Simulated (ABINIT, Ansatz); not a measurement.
# Lattice dynamics of SiSnSe3 (Pm-3m) in two programs, part 4 of 6

How does SiSnSe3 (Pm-3m) vibrate, and is this structure a minimum?

ABINIT 10.8.3; DFT LDA, scalar-relativistic, plane waves, HGH norm-conserving pseudopotentials.

So far. Step 6 (Zone-centre response): The acoustic modes at Γ come out as far as 3.2 cm⁻¹ from zero, where they should vanish, a small numerical error. The lowest optical mode is imaginary, 117i cm⁻¹, an instability at this level and on this k mesh. Step 7 (Zone-centre analysis): The rule moves no optical mode by more than 0.2 cm⁻¹. The relaxed cell has a = 4.788 Å (conventional setting).

The structure was built from a prototype and need not be the compound's stable phase.

### 8. Sum rules set otherwise (asr 0)

Without the rule the raw error of the acoustic modes shows.

Input file anaddb.abi:

```
ddb_filepath "gamma_DDB"
output_file "anaddb.abo"
outdata_prefix "anaddb"
asr 0
chneut 0
enunit 2
eivec 1
nph1l 1
qph1l 0.0 0.0 0.0 1.0
```

Input file mrgddb.in:

```
gamma_DDB
merged
2
dfpt_gammao_DDB
gso_DDB
```

Started as:

```console
$ mrgddb < mrgddb.in > mrgddb.log
$ OMP_NUM_THREADS=1 anaddb anaddb.abi > anaddb.log
```

anaddb.abo, the main output file:

```text
-outvars_anaddb: echo values of input variables ----------------------

 Miscellaneous information :
      enunit         2
       eivec         1
      chneut         0
 First list of wavevector (reduced coord.) :
       nph1l         1
       qph1l
                     0.00000000E+00  0.00000000E+00  0.00000000E+00    1.000E+00

================================================================================

 read the DDB information and perform some checks

  ==== Info on the Cryst% object ====
 Real(R)+Recip(G) space primitive vectors, cartesian coordinates (Bohr,Bohr^-1):
 R(1)=  9.0488819  0.0000000  0.0000000  G(1)=  0.1105109  0.0000000  0.0000000
 R(2)=  0.0000000  9.0488819  0.0000000  G(2)=  0.0000000  0.1105109  0.0000000
 R(3)=  0.0000000  0.0000000  9.0488819  G(3)=  0.0000000  0.0000000  0.1105109
 Unit cell volume ucvol=  7.4094292E+02 bohr^3
 Angles (23,13,12)=  9.00000000E+01  9.00000000E+01  9.00000000E+01 degrees
 Time-reversal symmetry is present
 Reduced atomic positions [iatom, xred, symbol]:
    1)    0.0000000  0.0000000  0.0000000  Sn
    2)    0.5000000  0.5000000  0.5000000  Si
    3)    0.5000000  0.5000000  0.0000000  Se
    4)    0.5000000  0.0000000  0.5000000  Se
    5)    0.0000000  0.5000000  0.5000000  Se

 DDB file with 3 blocks has been read.

================================================================================

 Treat the first list of vectors

  Phonon wavevector (reduced coordinates) :  0.00000  0.00000  0.00000
 Phonon energies in Hartree :
  -5.318837E-04 -5.318837E-04 -5.318837E-04 -3.362317E-04 -3.362317E-04
  -3.362317E-04 -2.315548E-04 -2.315548E-04 -2.315548E-04  1.468801E-05
   1.468801E-05  1.468801E-05  1.070467E-03  1.070467E-03  1.070467E-03
 Phonon energies in meV     :
- -1.447329E+01 -1.447329E+01 -1.447329E+01 -9.149330E+00 -9.149330E+00
- -9.149330E+00 -6.300927E+00 -6.300927E+00 -6.300927E+00  3.996810E-01
-  3.996810E-01  3.996810E-01  2.912889E+01  2.912889E+01  2.912889E+01
 Phonon frequencies in cm-1    :
- -1.167350E+02 -1.167350E+02 -1.167350E+02 -7.379432E+01 -7.379432E+01
- -7.379432E+01 -5.082040E+01 -5.082040E+01 -5.082040E+01  3.223645E+00
-  3.223645E+00  3.223645E+00  2.349403E+02  2.349403E+02  2.349403E+02
 Phonon frequencies in Thz     :
- -3.499626E+00 -3.499626E+00 -3.499626E+00 -2.212298E+00 -2.212298E+00
- -2.212298E+00 -1.523557E+00 -1.523557E+00 -1.523557E+00  9.664243E-02
-  9.664244E-02  9.664244E-02  7.043333E+00  7.043333E+00  7.043333E+00
 Phonon energies in Kelvin  :
- -1.679556E+02 -1.679556E+02 -1.679556E+02 -1.061736E+02 -1.061736E+02
- -1.061736E+02 -7.311922E+01 -7.311922E+01 -7.311922E+01  4.638105E+00
-  4.638105E+00  4.638106E+00  3.380267E+02  3.380267E+02  3.380267E+02

 Eigendisplacements
 (will be given, for each mode : in cartesian coordinates
   for each atom the real part of the displacement vector,
   then the imaginary part of the displacement vector - absolute values smaller than 1.0d-7 are set to zero)
  Mode number    1   Energy   -5.318837E-04
 Attention : low frequency mode.
   (Could be unstable or acoustic mode)
-  1  0.00000000E+00  0.00000000E+00  1.18754024E-03
-     0.00000000E+00  0.00000000E+00  0.00000000E+00
-  2  0.00000000E+00  0.00000000E+00  1.60277642E-03
-     0.00000000E+00  0.00000000E+00  0.00000000E+00
-  3  0.00000000E+00  0.00000000E+00  3.89999040E-04
-     0.00000000E+00  0.00000000E+00  0.00000000E+00
-  4  0.00000000E+00  0.00000000E+00 -1.37141015E-03
-     0.00000000E+00  0.00000000E+00  0.00000000E+00
-  5  0.00000000E+00  0.00000000E+00 -1.37141015E-03
-     0.00000000E+00  0.00000000E+00  0.00000000E+00
  Mode number    2   Energy   -5.318837E-04
 Attention : low frequency mode.
   (Could be unstable or acoustic mode)
-  1  0.00000000E+00  1.18754024E-03  0.00000000E+00
-     0.00000000E+00  0.00000000E+00  0.00000000E+00
-  2  0.00000000E+00  1.60277642E-03  0.00000000E+00
-     0.00000000E+00  0.00000000E+00  0.00000000E+00
-  3  0.00000000E+00 -1.37141015E-03  0.00000000E+00
-     0.00000000E+00  0.00000000E+00  0.00000000E+00
-  4  0.00000000E+00  3.89999040E-04  0.00000000E+00
-     0.00000000E+00  0.00000000E+00  0.00000000E+00
-  5  0.00000000E+00 -1.37141015E-03  0.00000000E+00
-     0.00000000E+00  0.00000000E+00  0.00000000E+00
  Mode number    3   Energy   -5.318837E-04
 Attention : low frequency mode.
   (Could be unstable or acoustic mode)
-  1  1.18754024E-03  0.00000000E+00  0.00000000E+00
-     0.00000000E+00  0.00000000E+00  0.00000000E+00
-  2  1.60277642E-03  0.00000000E+00  0.00000000E+00
-     0.00000000E+00  0.00000000E+00  0.00000000E+00
-  3 -1.37141015E-03  0.00000000E+00  0.00000000E+00
-     0.00000000E+00  0.00000000E+00  0.00000000E+00
-  4 -1.37141015E-03  0.00000000E+00  0.00000000E+00
-     0.00000000E+00  0.00000000E+00  0.00000000E+00
-  5  3.89999040E-04  0.00000000E+00  0.00000000E+00
-     0.00000000E+00  0.00000000E+00  0.00000000E+00
  Mode number    4   Energy   -3.362317E-04
 Attention : low frequency mode.
   (Could be unstable or acoustic mode)
-  1  0.00000000E+00  0.00000000E+00  0.00000000E+00
-     0.00000000E+00  0.00000000E+00  0.00000000E+00
-  2  0.00000000E+00  0.00000000E+00  0.00000000E+00
-     0.00000000E+00  0.00000000E+00  0.00000000E+00
-  3  0.00000000E+00  0.00000000E+00  0.00000000E+00
-     0.00000000E+00  0.00000000E+00  0.00000000E+00
-  4  0.00000000E+00  0.00000000E+00  1.86380890E-03
-     0.00000000E+00  0.00000000E+00  0.00000000E+00
-  5  0.00000000E+00  0.00000000E+00 -1.86380890E-03
-     0.00000000E+00  0.00000000E+00  0.00000000E+00
  Mode number    5   Energy   -3.362317E-04
 Attention : low frequency mode.
   (Could be unstable or acoustic mode)
-  1  0.00000000E+00  0.00000000E+00  0.00000000E+00
-     0.00000000E+00  0.00000000E+00  0.00000000E+00
-  2  0.00000000E+00  0.00000000E+00  0.00000000E+00
-     0.00000000E+00  0.00000000E+00  0.00000000E+00
-  3  0.00000000E+00  1.86380890E-03  0.00000000E+00
-     0.00000000E+00  0.00000000E+00  0.00000000E+00
-  4  0.00000000E+00  0.00000000E+00  0.00000000E+00
-     0.00000000E+00  0.00000000E+00  0.00000000E+00
-  5  0.00000000E+00 -1.86380890E-03  0.00000000E+00
-     0.00000000E+00  0.00000000E+00  0.00000000E+00
  Mode number    6   Energy   -3.362317E-04
 Attention : low frequency mode.
   (Could be unstable or acoustic mode)
-  1  0.00000000E+00  0.00000000E+00  0.00000000E+00
-     0.00000000E+00  0.00000000E+00  0.00000000E+00
-  2  0.00000000E+00  0.00000000E+00  0.00000000E+00
-     0.00000000E+00  0.00000000E+00  0.00000000E+00
-  3  1.86380890E-03  0.00000000E+00  0.00000000E+00
-     0.00000000E+00  0.00000000E+00  0.00000000E+00
-  4 -1.86380890E-03  0.00000000E+00  0.00000000E+00
-     0.00000000E+00  0.00000000E+00  0.00000000E+00
-  5  0.00000000E+00  0.00000000E+00  0.00000000E+00
-     0.00000000E+00  0.00000000E+00  0.00000000E+00
  Mode number    7   Energy   -2.315548E-04
 Attention : low frequency mode.
   (Could be unstable or acoustic mode)
-  1  0.00000000E+00  0.00000000E+00 -1.33588194E-03
-     0.00000000E+00  0.00000000E+00  0.00000000E+00
-  2  0.00000000E+00  0.00000000E+00  2.59536706E-03
-     0.00000000E+00  0.00000000E+00  0.00000000E+00
-  3  0.00000000E+00  0.00000000E+00  1.35304740E-03
-     0.00000000E+00  0.00000000E+00  0.00000000E+00
-  4  0.00000000E+00  0.00000000E+00 -1.37723034E-04
-     0.00000000E+00  0.00000000E+00  0.00000000E+00
-  5  0.00000000E+00  0.00000000E+00 -1.37723034E-04
-     0.00000000E+00  0.00000000E+00  0.00000000E+00
  Mode number    8   Energy   -2.315548E-04
 Attention : low frequency mode.
   (Could be unstable or acoustic mode)
-  1  0.00000000E+00 -1.33588194E-03  0.00000000E+00
-     0.00000000E+00  0.00000000E+00  0.00000000E+00
-  2  0.00000000E+00  2.59536706E-03  0.00000000E+00
-     0.00000000E+00  0.00000000E+00  0.00000000E+00
-  3  0.00000000E+00 -1.37723034E-04  0.00000000E+00
-     0.00000000E+00  0.00000000E+00  0.00000000E+00
-  4  0.00000000E+00  1.35304740E-03  0.00000000E+00
-     0.00000000E+00  0.00000000E+00  0.00000000E+00
-  5  0.00000000E+00 -1.37723034E-04  0.00000000E+00
-     0.00000000E+00  0.00000000E+00  0.00000000E+00
  Mode number    9   Energy   -2.315548E-04
 Attention : low frequency mode.
   (Could be unstable or acoustic mode)
-  1  1.33588194E-03  0.00000000E+00  0.00000000E+00
-     0.00000000E+00  0.00000000E+00  0.00000000E+00
-  2 -2.59536706E-03  0.00000000E+00  0.00000000E+00
-     0.00000000E+00  0.00000000E+00  0.00000000E+00
-  3  1.37723034E-04  0.00000000E+00  0.00000000E+00
-     0.00000000E+00  0.00000000E+00  0.00000000E+00
-  4  1.37723034E-04  0.00000000E+00  0.00000000E+00
-     0.00000000E+00  0.00000000E+00  0.00000000E+00
-  5 -1.35304740E-03  0.00000000E+00  0.00000000E+00
-     0.00000000E+00  0.00000000E+00  0.00000000E+00
  Mode number   10   Energy    1.468801E-05
-  1  0.00000000E+00  0.00000000E+00  1.19345237E-03
-     0.00000000E+00  0.00000000E+00  0.00000000E+00
-  2  0.00000000E+00  0.00000000E+00  1.19872355E-03
-     0.00000000E+00  0.00000000E+00  0.00000000E+00
-  3  0.00000000E+00  0.00000000E+00  1.19715616E-03
-     0.00000000E+00  0.00000000E+00  0.00000000E+00
-  4  0.00000000E+00  0.00000000E+00  1.19622586E-03
-     0.00000000E+00  0.00000000E+00  0.00000000E+00
-  5  0.00000000E+00  0.00000000E+00  1.19622586E-03
-     0.00000000E+00  0.00000000E+00  0.00000000E+00
  Mode number   11   Energy    1.468801E-05
-  1  0.00000000E+00 -1.19345237E-03  0.00000000E+00
-     0.00000000E+00  0.00000000E+00  0.00000000E+00
-  2  0.00000000E+00 -1.19872355E-03  0.00000000E+00
-     0.00000000E+00  0.00000000E+00  0.00000000E+00
-  3  0.00000000E+00 -1.19622586E-03  0.00000000E+00
-     0.00000000E+00  0.00000000E+00  0.00000000E+00
-  4  0.00000000E+00 -1.19715616E-03  0.00000000E+00
-     0.00000000E+00  0.00000000E+00  0.00000000E+00
-  5  0.00000000E+00 -1.19622586E-03  0.00000000E+00
-     0.00000000E+00  0.00000000E+00  0.00000000E+00
  Mode number   12   Energy    1.468801E-05
-  1  1.19345237E-03  0.00000000E+00  0.00000000E+00
-     0.00000000E+00  0.00000000E+00  0.00000000E+00
-  2  1.19872355E-03  0.00000000E+00  0.00000000E+00
-     0.00000000E+00  0.00000000E+00  0.00000000E+00
-  3  1.19622586E-03  0.00000000E+00  0.00000000E+00
-     0.00000000E+00  0.00000000E+00  0.00000000E+00
-  4  1.19622586E-03  0.00000000E+00  0.00000000E+00
-     0.00000000E+00  0.00000000E+00  0.00000000E+00
-  5  1.19715616E-03  0.00000000E+00  0.00000000E+00
-     0.00000000E+00  0.00000000E+00  0.00000000E+00
  Mode number   13   Energy    1.070467E-03
-  1  0.00000000E+00  0.00000000E+00  4.48994072E-05
-     0.00000000E+00  0.00000000E+00  0.00000000E+00
-  2  0.00000000E+00  0.00000000E+00  2.96491739E-03
-     0.00000000E+00  0.00000000E+00  0.00000000E+00
-  3  0.00000000E+00  0.00000000E+00 -1.87924130E-03
-     0.00000000E+00  0.00000000E+00  0.00000000E+00
-  4  0.00000000E+00  0.00000000E+00  3.78277509E-04
-     0.00000000E+00  0.00000000E+00  0.00000000E+00
-  5  0.00000000E+00  0.00000000E+00  3.78277509E-04
-     0.00000000E+00  0.00000000E+00  0.00000000E+00
  Mode number   14   Energy    1.070467E-03
-  1  0.00000000E+00 -4.48994072E-05  0.00000000E+00
-     0.00000000E+00  0.00000000E+00  0.00000000E+00
-  2  0.00000000E+00 -2.96491739E-03  0.00000000E+00
-     0.00000000E+00  0.00000000E+00  0.00000000E+00
-  3  0.00000000E+00 -3.78277509E-04  0.00000000E+00
-     0.00000000E+00  0.00000000E+00  0.00000000E+00
-  4  0.00000000E+00  1.87924130E-03  0.00000000E+00
-     0.00000000E+00  0.00000000E+00  0.00000000E+00
-  5  0.00000000E+00 -3.78277509E-04  0.00000000E+00
-     0.00000000E+00  0.00000000E+00  0.00000000E+00
  Mode number   15   Energy    1.070467E-03
-  1  4.48994072E-05  0.00000000E+00  0.00000000E+00
-     0.00000000E+00  0.00000000E+00  0.00000000E+00
-  2  2.96491739E-03  0.00000000E+00  0.00000000E+00
-     0.00000000E+00  0.00000000E+00  0.00000000E+00
-  3  3.78277509E-04  0.00000000E+00  0.00000000E+00
-     0.00000000E+00  0.00000000E+00  0.00000000E+00
-  4  3.78277509E-04  0.00000000E+00  0.00000000E+00
-     0.00000000E+00  0.00000000E+00  0.00000000E+00
-  5 -1.87924130E-03  0.00000000E+00  0.00000000E+00
-     0.00000000E+00  0.00000000E+00  0.00000000E+00

 Analysis of degeneracies and characters (maximum tolerance=1.00E-06 a.u.)
 For each vibration mode, or group of modes if degenerate,
 the characters are given for each symmetry operation (see the list in the log file).
 Symmetry characters of vibration mode #   1
       degenerate with vibration modes #   2 to    3
  3.0 -3.0 -1.0  1.0 -1.0  1.0 -1.0  1.0  1.0 -1.0 -1.0  1.0  1.0 -1.0 -1.0  1.0
 -0.0  0.0 -0.0  0.0  0.0 -0.0  0.0 -0.0  1.0 -1.0 -1.0  1.0 -1.0  1.0  1.0 -1.0
 -0.0  0.0  0.0 -0.0  0.0 -0.0 -0.0  0.0  1.0 -1.0  1.0 -1.0 -1.0  1.0 -1.0  1.0
 Symmetry characters of vibration mode #   4
       degenerate with vibration modes #   5 to    6
  3.0 -3.0 -1.0  1.0 -1.0  1.0 -1.0  1.0 -1.0  1.0  1.0 -1.0 -1.0  1.0  1.0 -1.0
 -0.0  0.0 -0.0  0.0  0.0 -0.0  0.0 -0.0 -1.0  1.0  1.0 -1.0  1.0 -1.0 -1.0  1.0
 -0.0  0.0  0.0 -0.0  0.0 -0.0 -0.0  0.0 -1.0  1.0 -1.0  1.0  1.0 -1.0  1.0 -1.0
 Symmetry characters of vibration mode #   7
       degenerate with vibration modes #   8 to    9
  3.0 -3.0 -1.0  1.0 -1.0  1.0 -1.0  1.0  1.0 -1.0 -1.0  1.0  1.0 -1.0 -1.0  1.0
  0.0 -0.0  0.0 -0.0 -0.0  0.0 -0.0  0.0  1.0 -1.0 -1.0  1.0 -1.0  1.0  1.0 -1.0
  0.0 -0.0 -0.0  0.0 -0.0  0.0  0.0 -0.0  1.0 -1.0  1.0 -1.0 -1.0  1.0 -1.0  1.0
 Symmetry characters of vibration mode #  10
       degenerate with vibration modes #  11 to   12
  3.0 -3.0 -1.0  1.0 -1.0  1.0 -1.0  1.0  1.0 -1.0 -1.0  1.0  1.0 -1.0 -1.0  1.0
  0.0 -0.0  0.0 -0.0 -0.0  0.0 -0.0  0.0  1.0 -1.0 -1.0  1.0 -1.0  1.0  1.0 -1.0
  0.0 -0.0 -0.0  0.0 -0.0  0.0  0.0 -0.0  1.0 -1.0  1.0 -1.0 -1.0  1.0 -1.0  1.0
 Symmetry characters of vibration mode #  13
       degenerate with vibration modes #  14 to   15
  3.0 -3.0 -1.0  1.0 -1.0  1.0 -1.0  1.0  1.0 -1.0 -1.0  1.0  1.0 -1.0 -1.0  1.0
  0.0 -0.0  0.0 -0.0 -0.0  0.0 -0.0  0.0  1.0 -1.0 -1.0  1.0 -1.0  1.0  1.0 -1.0
  0.0 -0.0 -0.0  0.0 -0.0  0.0  0.0 -0.0  1.0 -1.0  1.0 -1.0 -1.0  1.0 -1.0  1.0
-
```

Elapsed: 0.74 s, on 1 thread of Intel Xeon at 2.70GHz, shared host.

Read from the output:

```yaml
lowest_optical_zone_centre_mode: -116.7 cm⁻¹
```

Zone-centre frequencies as printed; negative means imaginary. Modes:

| mode | frequency (cm⁻¹) |
| --- | --- |
| 1 | -116.7 |
| 2 | -116.7 |
| 3 | -116.7 |
| 4 | -73.79 |
| 5 | -73.79 |
| 6 | -73.79 |
| 7 | -50.82 |
| 8 | -50.82 |
| 9 | -50.82 |
| 10 | 3.22 |
| 11 | 3.22 |
| 12 | 3.22 |
| 13 | 234.9 |
| 14 | 234.9 |
| 15 | 234.9 |

[end of part 4 of 6]

[Host names and launcher messages were left out of these logs when they were recorded.]

[Logs are printed without paths, hosts, clocks, repeated set-up lines and the standing remarks that a program may print on its own settings, such as how far it seeks lower states.]

[Hosts, paths, dates, database ids (printed as entryN), source tags and the programs' standing remarks are cut or masked in the printed files.]
